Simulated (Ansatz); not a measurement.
# MnV (Pm-3m): Grüneisen parameters

Aim: how the phonons of MnV (Pm-3m) shift with volume, and the thermal expansion that follows.

Main program and level: Ansatz 0.2.0; DFT PBEsol, scalar-relativistic, plane waves, PAW; PAW set soft_1.

## Step 1: Starting point

Symmetry: Pm-3m, No. 221, cubic system. The conventional cell has a = 2.837 Å, b = 2.837 Å, c = 2.837 Å, α = 90.00°, β = 90.00°, γ = 90.00°. Nearest to Mn lie 8 V at 2.46 Å. Nearest to V lie 8 Mn at 2.46 Å. Farther neighbours are not listed.

## Step 2: Response at finite wavevector

The cell comes from relaxations at this level that are not shown. Stability and thermal properties need the whole zone. Linear response on a 4×4×4 q mesh gives force constants as far as a supercell of that size would.

Contents of input.yaml:

```yaml
crystal:
  lattice:
    - [2.8373045862, 0.0, 0.0]
    - [0.0, 2.8373045862, 0.0]
    - [0.0, 0.0, 2.8373045862]
  atoms:
    - { symbol: Mn, position: [0.0, 0.0, 0.0] }
    - { symbol: V, position: [0.5, 0.5, 0.5] }
kpoints:
  mp_grid: { grid: [16, 16, 16] }
hamiltonian:
  xc: pbesol
  pseudopotentials: { kind: paw, azcp: { folder: soft_1 }, xc_functional: pbe }
scf:
  occupations: { method: methfessel_paxton, width: 0.2 }
output:
  eigenvalues: true
phonons:
  method: dfpt
  qmesh: [4, 4, 4]
  temperatures: { t_max: 1000, t_step: 50 }
  qpath:
    path:
      - [[0.0, 0.0, 0.0], [0.0, 0.5, 0.0], [0.5, 0.5, 0.0], [0.0, 0.0, 0.0], [0.5, 0.5, 0.5], [0.0, 0.5, 0.0]]
      - [[0.5, 0.5, 0.5], [0.5, 0.5, 0.0]]
    npoints: 10
```

The run is started by

```sh
ansatz run input.yaml --threads 4 --pin off --max-ram 10240MiB --backend cpu --events-out ev --progress --plain --runs-dir out
```

Numbers of over 12 decimals in the logs are rounded to 6 here.

Log:

```text
Engine: ansatz 0.2.0, aarch64-unknown-linux-gnu
Pseudopotentials: kind: paw
Pseudopotential: Mn, paw, valence charge 15, recommended cutoff 420 eV (normal), soft_1/Mn.paw.azcp
Pseudopotential: V, paw, valence charge 13, recommended cutoff 420 eV (normal), soft_1/V.paw.azcp
Functional definition: PBEsol
  exchange = pbesol_x
  correlation = pbesol_c
Crystal: 2 atoms, lattice volume = 22.841 Å³
Basis set: ecut = 420 eV, 461 PW (Γ), exchange–correlation on 40×40×40 points (8 copies of the dense FFT grid, shifted against one another)
Bands: 18, of which v1, the nominal top of the filled ones, is band 14 counted from 1 (13 counted from 0)
Symmetry: 48 space group operations
k-points: 165 of 4096
Non-local potential: Mn, projectors of the file, l = 0: 3, l = 1: 2, l = 2: 3, l = 3: 1
Non-local potential: V, projectors of the file, l = 0: 3, l = 1: 2, l = 2: 3, l = 3: 1
PAW form: soft (Blöchl's): semilocal exchange-correlation on the pseudo side does not see the compensation charge
PAW frozen core: Mn, regenerated for the run's functional, and the local potential with it (the file was generated under x = pbe(κ = 0.804, μ = 0.219515), c = pbe(β = 0.066725))
PAW frozen core: V, regenerated for the run's functional, and the local potential with it (the file was generated under x = pbe(κ = 0.804, μ = 0.219515), c = pbe(β = 0.066725))
PAW one-centre angular grid: Mn, 590 points (default); XC on 64 Gauss nodes
PAW one-centre angular grid: V, 590 points (default); XC on 64 Gauss nodes
Initial density: superposition of atomic densities (chi_scale 0.1, normalization cell, long waves kept (reshape's long-wave potential 0.00 eV rms))
Initial wavefunctions: pseudopotential atomic-orbital guess
Functional: x = pbesol(κ = 0.804, μ = 0.123457), c = pbesol(β = 0.046)
SCF iter   1: F=—  HF=-6755.768908 eV  |F-HF|=—  |Δ(HF+E_count)|=         —  Δρ=1.57e-1  dr2=6.61e0  ethr=3.10e-3  ⟨swp⟩=3.2  Hψ=10731  notcnv=0
preconditioner: auto → none  [metal: Δε(μ)=0.053 eV  Ē_g=4.534 eV  σ=0.200 eV  W_gap=0.22  n_scr=6 (ndim 8)  ℏωp=26.9 eV  f_vac=0.000  D(μ)=0.30/eV (n_scr^D=0)  sad-step TF]
SCF iter   2: F=—  HF=-6755.066688 eV  |F-HF|=—  |Δ(HF+E_count)|=   7.02e-1  S|Δr|=    0.00e0  Δρ=1.38e-1  dr2=5.37e0  ethr=3.10e-3  ⟨swp⟩=2.8  Hψ=6938  notcnv=0
SCF iter   3: F=—  HF=-6754.705157 eV  |F-HF|=—  |Δ(HF+E_count)|=   3.62e-1  S|Δr|=    0.00e0  Δρ=4.06e-2  dr2=3.69e-1  ethr=3.10e-3  ⟨swp⟩=2.2  Hψ=4600  notcnv=0
SCF iter   4: F=—  HF=-6754.693428 eV  |F-HF|=—  |Δ(HF+E_count)|=   1.17e-2  S|Δr|=    0.00e0  Δρ=3.15e-3  dr2=8.85e-4  ethr=1.32e-3  ⟨swp⟩=2.0  Hψ=4373  notcnv=0
SCF iter   5: F=—  HF=-6754.694286 eV  |F-HF|=—  |Δ(HF+E_count)|=   8.58e-4  S|Δr|=    0.00e0  Δρ=5.91e-4  dr2=5.49e-5  ethr=3.16e-6  ⟨swp⟩=2.0  Hψ=5138  notcnv=0
SCF iter   6: F=—  HF=-6754.694270 eV  |F-HF|=—  |Δ(HF+E_count)|=   1.58e-5  S|Δr|=    0.00e0  Δρ=3.37e-4  dr2=2.94e-5  ethr=1.96e-7  ⟨swp⟩=2.0  Hψ=4431  notcnv=0
SCF iter   7: F=—  HF=-6754.694268 eV  |F-HF|=—  |Δ(HF+E_count)|=   1.57e-6  S|Δr|=    0.00e0  Δρ=5.83e-5  dr2=8.77e-7  ethr=1.05e-7  ⟨swp⟩=1.7  Hψ=3090  notcnv=0
SCF iter   8: F=—  HF=-6754.694269 eV  |F-HF|=—  |Δ(HF+E_count)|=   4.69e-7  S|Δr|=    0.00e0  Δρ=5.51e-6  dr2=5.36e-9  ethr=3.13e-9  ⟨swp⟩=1.3  Hψ=3027  notcnv=0
SCF iter   9: F=—  HF=-6754.694269 eV  |F-HF|=—  |Δ(HF+E_count)|=  4.57e-10  S|Δr|=    0.00e0  Δρ=4.36e-7  dr2=6.18e-11  ethr=1.91e-11  ⟨swp⟩=1.7  Hψ=3195  notcnv=0
SCF iter  10: F=-6754.694269 eV  HF=-6754.694269 eV  |F-HF|=9.09e-13  |Δ(HF+E_count)|=  1.82e-12  S|Δr|=    0.00e0  Δρ=4.87e-8  dr2=6.39e-13  ethr=1.00e-12  ⟨swp⟩=5.1  Hψ=11587  notcnv=0
SCF 1 converged in 10 iterations: F = -6754.694269 eV  dr2 = 6.39e-13
  greatest PAW one-centre occupation: 1.000 electrons in one spin orbital (limit 2), on the Mn atom at site 0 (counted from 0), in its partial waves of l = 0
Initial density: read from a saved state, or passed on in memory by an earlier SCF of this step, an earlier step, the calling program or the single point that the run made first
iter 1 solved again at ethr=1.34e-9 eV; its pass at ethr=3.10e-3 eV (dr2=3.76e-7 eV) is discarded
SCF iter   1: F=—  HF=-6754.694269 eV  |F-HF|=—  |Δ(HF+E_count)|=         —  Δρ=2.51e-6  dr2=1.68e-9  ethr=1.34e-9  ⟨swp⟩=4.1  Hψ=22096  notcnv=0
preconditioner: auto → none  [metal: Δε(μ)=0.054 eV  Ē_g=3.837 eV  σ=0.200 eV  W_gap=0.23  n_scr=6 (ndim 8)  ℏωp=26.9 eV  f_vac=0.000  D(μ)=0.71/eV (n_scr^D=6)]
SCF iter   2: F=—  HF=-6754.694269 eV  |F-HF|=—  |Δ(HF+E_count)|=   3.68e-8  S|Δr|=    0.00e0  Δρ=1.50e-6  dr2=5.91e-10  ethr=6.00e-12  ⟨swp⟩=1.7  Hψ=3344  notcnv=0
SCF iter   3: F=—  HF=-6754.694269 eV  |F-HF|=—  |Δ(HF+E_count)|=  1.82e-11  S|Δr|=    0.00e0  Δρ=9.18e-7  dr2=2.30e-10  ethr=2.11e-12  ⟨swp⟩=1.0  Hψ=2970  notcnv=0
SCF iter   4: F=—  HF=-6754.694269 eV  |F-HF|=—  |Δ(HF+E_count)|=  6.37e-12  S|Δr|=    0.00e0  Δρ=6.55e-7  dr2=1.18e-10  ethr=1.00e-12  ⟨swp⟩=1.0  Hψ=2970  notcnv=0
SCF iter   5: F=-6754.694269 eV  HF=-6754.694269 eV  |F-HF|=4.55e-12  |Δ(HF+E_count)|=  4.55e-12  S|Δr|=    0.00e0  Δρ=1.33e-7  dr2=5.19e-12  ethr=1.00e-12  ⟨swp⟩=1.0  Hψ=6600  notcnv=0
SCF 2 converged in 5 iterations: F = -6754.694269 eV  dr2 = 5.19e-12
phonons: the bands overlap, so this run is a metal and interpolates without the dipole-dipole term. If the crystal is really an insulator or semiconductor, its LO-TO splitting is missing
NSCF: frozen V_eff on 165 k-points
NSCF: frozen V_eff on 405 k-points
DFPT response loops at q = (0, 0, 0) (fractional): preconditioner auto → Kerker (q_TF=auto, 2.822 Å⁻¹) (partly filled bands, converged f_vac=0.000); β = 1.00, the filter's whole step (`scf.mixing.beta` (0.50) is not read by the response loops under this deck's `scf.mixing.preconditioner`; to damp them name `kerker` or `kerker_dos`, under which they read `scf.mixing.beta`, and type it under 1.00, their step now; both keys bind the ground state too); Broyden in place of MSR1
NSCF: frozen V_eff on 2592 k-points
DFPT response loops at q = (0, 0, 0.25) (fractional): mixed as the last ones told, above
NSCF: frozen V_eff on 1458 k-points
DFPT response loops at q = (0, 0, -0.5) (fractional): mixed as the last ones told, above
NSCF: frozen V_eff on 4608 k-points
DFPT response loops at q = (0, 0.25, 0.25) (fractional): mixed as the last ones told, above
NSCF: frozen V_eff on 2592 k-points
DFPT response loops at q = (0, 0.25, -0.5) (fractional): mixed as the last ones told, above
NSCF: frozen V_eff on 1458 k-points
DFPT response loops at q = (0, -0.5, -0.5) (fractional): mixed as the last ones told, above
NSCF: frozen V_eff on 4352 k-points
DFPT response loops at q = (0.25, 0.25, 0.25) (fractional): mixed as the last ones told, above
NSCF: frozen V_eff on 4608 k-points
DFPT response loops at q = (0.25, 0.25, -0.5) (fractional): mixed as the last ones told, above
NSCF: frozen V_eff on 2592 k-points
DFPT response loops at q = (0.25, -0.5, -0.5) (fractional): mixed as the last ones told, above
NSCF: frozen V_eff on 810 k-points
DFPT response loops at q = (-0.5, -0.5, -0.5) (fractional): mixed as the last ones told, above
SCF converged after 10 iterations
Stability not checked: this state was not tested for a lower state beside it, because cold or Methfessel-Paxton smearing, or corrected tetrahedra, fill the levels in a way that the test cannot read (fill_not_monotonic; see scf.lower_state_search)
Free energy (F): -6754.694269 eV
Harris-Foulkes:  -6754.694269 eV  (|F-HF|=9.09e-13)
Internal energy: -6754.696033 eV  (E = F + TS)
E sigma→0 (E₀):  -6754.694710 eV
Entropy (-TS):   0.001764 eV (0.882 meV/atom)
Fermi energy:    19.556492 eV
--- Per-component energies (eV) ---
  E_band       = -281.341103
  E_kinetic    = 619.700002
  E_local      = -2729.564759  (includes V_loc(G=0)·N_el)
  E_nonlocal   = 535.883556
  E_hartree    = 1068.051785
  E_xc         = -226.133425
  E_vxc        = -288.970345  (∫ρ·V_xc dr)
  E_paw        = -2392.596950  (= ΣΔE_a)
  E_vpaw       = -554.494402  (= ΣTr[D̂ρ^β])
  E_aug_tail   = 0.001262  (compensation charges beyond the density's cutoff)
  E_ewald      = -3630.356834
  E_core_change = 0.319330  (= ΣΔE_core)
  E_smearing   = 0.001764  (= −TS)
  E_closure    = 0.000000  (closes the sum)
  Σ components = -6754.694269   (vs F -6754.694269, Δ=0.00e0)
--- Band table (eV; the first three rows and the last of 165) ---
  k-point 0: bands = [... 10 lower, 15.1923, 18.6716, 18.6716, 18.6716, 20.8491, 20.8491, 22.4400, 22.4400]
  k-point 1: bands = [... 10 lower, 15.2443, 18.6666, 18.6666, 18.6992, 20.7865, 20.8732, 22.3158, 22.3158]
  k-point 2: bands = [... 10 lower, 15.3916, 18.6548, 18.6548, 18.7806, 20.6023, 20.9427, 21.9837, 21.9837]
  k-point 164: bands = [... 10 lower, 17.2689, 17.2920, 17.2920, 17.2920, 20.4684, 20.4684, 22.1796, 22.1796]
--- Phonons (Γ-DFPT): 2 representative perturbations + reference (Σ response iterations 6) ---
  ASR residual: 2.147e-5 → 0.000e0 eV/Å²; symmetrization residual: 1.858e-6 eV/Å²
  ASR residual per site (eV/Å²): 2.15e-5 1.27e-6
  Γ frequencies (cm⁻¹): 0.00 0.00 0.00 255.62 255.62 255.62
--- Phonons (arbitrary-q DFPT): 10 irreducible q on the 4×4×4 mesh ---
  q = [0.0000, 0.0000, 0.0000] (star 1, of the zone-centre solve; hermiticity 5.85e-7, symmetrization 1.50e-12): -0.00 -0.00 -0.00 255.62 255.62 255.62
  q = [0.0000, 0.0000, 0.2500] (star 6, 4 solved perturbations in 4032 linear systems a pass and spin channel, the states on 1296 of 4096 k-point pairs; hermiticity 1.26e-7, symmetrization 7.99e-13): 103.85 103.85 223.57 247.96 247.96 348.03
  q = [0.0000, 0.0000, -0.5000] (star 3, 4 solved perturbations in 2268 linear systems a pass and spin channel, the states on 729 of 4096 k-point pairs; hermiticity 1.22e-6, symmetrization 5.48e-7): 172.21 172.21 216.76 216.76 315.73 388.35
  q = [0.0000, 0.2500, 0.2500] (star 12, 4 solved perturbations in 7056 linear systems a pass and spin channel, the states on 2304 of 4096 k-point pairs; hermiticity 3.44e-7, symmetrization 1.31e-13): 143.40 192.10 231.17 260.19 301.42 324.18
  q = [0.0000, 0.2500, -0.5000] (star 12, 6 solved perturbations on 1296 of 4096 k-point pairs; hermiticity 4.18e-7, symmetrization 1.67e-7): 188.23 219.01 243.71 260.70 317.05 352.82
  q = [0.0000, -0.5000, -0.5000] (star 3, 4 solved perturbations in 2268 linear systems a pass and spin channel, the states on 729 of 4096 k-point pairs; hermiticity 1.72e-7, symmetrization 7.24e-11): 183.83 206.86 282.75 282.75 333.97 333.97
  q = [0.2500, 0.2500, 0.2500] (star 8, 2 solved perturbations on 2176 of 4096 k-point pairs; hermiticity 4.19e-7, symmetrization 2.80e-13): 219.76 219.76 268.49 296.82 296.82 306.51
  q = [0.2500, 0.2500, -0.5000] (star 12, 4 solved perturbations in 7056 linear systems a pass and spin channel, the states on 2304 of 4096 k-point pairs; hermiticity 3.31e-7, symmetrization 1.75e-7): 249.64 257.52 263.34 277.91 308.27 328.95
  q = [0.2500, -0.5000, -0.5000] (star 6, 4 solved perturbations in 4032 linear systems a pass and spin channel, the states on 1296 of 4096 k-point pairs; hermiticity 3.20e-8, symmetrization 9.78e-9): 263.67 282.81 289.11 289.11 323.90 323.90
  q = [-0.5000, -0.5000, -0.5000] (star 1, 2 solved perturbations on 405 of 4096 k-point pairs; hermiticity 3.02e-9, symmetrization 1.51e-9): 298.29 298.29 298.29 303.80 303.80 303.80
  sum rule: each row above includes the acoustic sum rule's correction from the zone centre's row sums; it moved no ω² by more than (0.33 cm⁻¹)²
  mesh force constants: q→R imaginary residual 8.14e-19; ASR residual 2.147e-5 → 0.000e0 eV/Å²; symmetrization residual 1.776e-14 eV/Å²
  interpolated dispersion: 62 rows × 6 modes
  density of states and harmonic sums: on the 24×24×24 q-mesh, interpolated from the force constants of a 4×4×4 supercell (no non-analytic term)
  largest difference from the sums on the solved wave vectors: F 8.95e-3 eV, S 1.30e-5 and C_V 4.02e-6 eV/K
  zero-point energy: 0.096756 eV/cell   skipped modes (ω ≤ 0): 3   left out of the sums: 3.62e-5 of the cell's modes: C_V's classical limit lies that fraction below 3 k_B per atom; for a crystal, a wire or a layer, F and S can be off by more, and a phonons.interpolated_qmesh denser along its periods is the remedy for the sampling
```

Elapsed: 8.2 min, on 4 threads of Arm Neoverse V1, shared host; peak memory 3 GiB; 31 min of CPU time.

This run has no spin polarisation, although Mn and V can carry a moment.

This step gave:

```
volume per atom                                         : 11.42 Å³
gap on the k-mesh                                       : 0 eV
sum-rule residual before enforcement                    : 2.15e-5 eV/Å²
lowest frequency on the path                            : 0 cm⁻¹
point group                                             : m-3m
highest frequency on the path or at a solved wavevector : 388.4 cm⁻¹
mean frequency                                          : 260.1 cm⁻¹
Debye temperature (second moment)                       : 496 K
logarithmic mean frequency                              : 251.5 cm⁻¹
highest optical mode at the zone centre (no LO-TO term) : 255.6 cm⁻¹
lowest optical zone-centre mode                         : 255.6 cm⁻¹
lowest mode on the q mesh (acoustic modes at Γ apart)   : 103.8 cm⁻¹
zero-point energy per atom                              : 48.38 meV
heat capacity at 300 K                                  : 21.84 J/(mol atoms K)
vibrational entropy at 300 K                            : 21.89 J/(mol atoms K)
```

Frequencies (cm⁻¹) solved at each irreducible wavevector; negative means imaginary. Frequencies by wavevector, by row:

| q in reciprocal lattice units | star | mode 1 | mode 2 | mode 3 | mode 4 | mode 5 | mode 6 |
| --- | --- | --- | --- | --- | --- | --- | --- |
| 0 0 0 | 1 | 0 | 0 | 0 | 255.6 | 255.6 | 255.6 |
| 0 0 0.25 | 6 | 103.8 | 103.8 | 223.6 | 248 | 248 | 348 |
| 0 0 -0.5 | 3 | 172.2 | 172.2 | 216.8 | 216.8 | 315.7 | 388.4 |
| 0 0.25 0.25 | 12 | 143.4 | 192.1 | 231.2 | 260.2 | 301.4 | 324.2 |
| 0 0.25 -0.5 | 12 | 188.2 | 219 | 243.7 | 260.7 | 317.1 | 352.8 |
| 0 -0.5 -0.5 | 3 | 183.8 | 206.9 | 282.8 | 282.8 | 334 | 334 |
| 0.25 0.25 0.25 | 8 | 219.8 | 219.8 | 268.5 | 296.8 | 296.8 | 306.5 |
| 0.25 0.25 -0.5 | 12 | 249.6 | 257.5 | 263.3 | 277.9 | 308.3 | 328.9 |
| 0.25 -0.5 -0.5 | 6 | 263.7 | 282.8 | 289.1 | 289.1 | 323.9 | 323.9 |
| -0.5 -0.5 -0.5 | 1 | 298.3 | 298.3 | 298.3 | 303.8 | 303.8 | 303.8 |

Symmetry leaves 10 wavevectors to solve. The lowest mode among them, the acoustic zeros apart, lies at q = (0, 0, 0.25) and is real, 104 cm⁻¹.

## Step 3: Relaxing at another volume, volume ratio 0.97

The volume is scaled by 0.97 and held; symmetry leaves nothing to relax, so this is a single point. The modes can then be followed against volume.

input.yaml, the sections that differ from step 2:

```yaml
crystal:
  lattice:
    - [2.8086429843, 0.0, 0.0]
    - [0.0, 2.8086429843, 0.0]
    - [0.0, 0.0, 2.8086429843]
  atoms:
    - { symbol: Mn, position: [0.0, 0.0, 0.0] }
    - { symbol: V, position: [0.5, 0.5, 0.5] }
output:
  forces: true
  stress: true
  eigenvalues: true
# kpoints, hamiltonian, scf: as in step 2
# phonons: removed
```

Log:

```text
[...]
Crystal: 2 atoms, lattice volume = 22.156 Å³
Basis set: ecut = 420 eV, 461 PW (Γ), exchange–correlation on 40×40×40 points (8 copies of the dense FFT grid, shifted against one another)
Bands: 18, of which v1, the nominal top of the filled ones, is band 14 counted from 1 (13 counted from 0)
Symmetry: 48 space group operations
[...]
k-points: 165 of 4096
[...]
--- Band table (eV; the first three rows and the last of 165) ---
  k-point 0: bands = [... 10 lower, 15.7002, 19.3329, 19.3329, 19.3329, 21.5983, 21.5983, 23.2624, 23.2624]
  k-point 1: bands = [... 10 lower, 15.7557, 19.3277, 19.3277, 19.3615, 21.5323, 21.6238, 23.1325, 23.1325]
  k-point 2: bands = [... 10 lower, 15.9131, 19.3154, 19.3154, 19.4462, 21.3380, 21.6972, 22.7855, 22.7855]
  k-point 164: bands = [... 10 lower, 17.8913, 17.9277, 17.9277, 17.9277, 21.2125, 21.2125, 22.9890, 22.9890]
[key lines of the parts left out:]
SCF converged after 8 iterations
Free energy (F): -6754.676419 eV
Fermi energy:    20.269629 eV
P = ⅓ Tr σ = 8.5508 GPa (85.508 kbar)
```

Run time: 1.6 s. Hardware: 4 threads; peak memory 0.44 GiB.

Numbers from this step:

| Item | Value |
| --- | --- |
| pressure | 8.551 GPa |
| volume per atom | 11.08 Å³ |

The run ends at a pressure of 8.55 GPa.

(Continued in part 2 of 2.)

[Logs are printed without paths, hosts, clocks, repeated set-up lines and the standing remarks that a program may print on its own settings, such as how far it seeks lower states.]

[Hosts, paths, dates, database ids (printed as entryN), source tags and the programs' standing remarks are cut or masked in the printed files.]
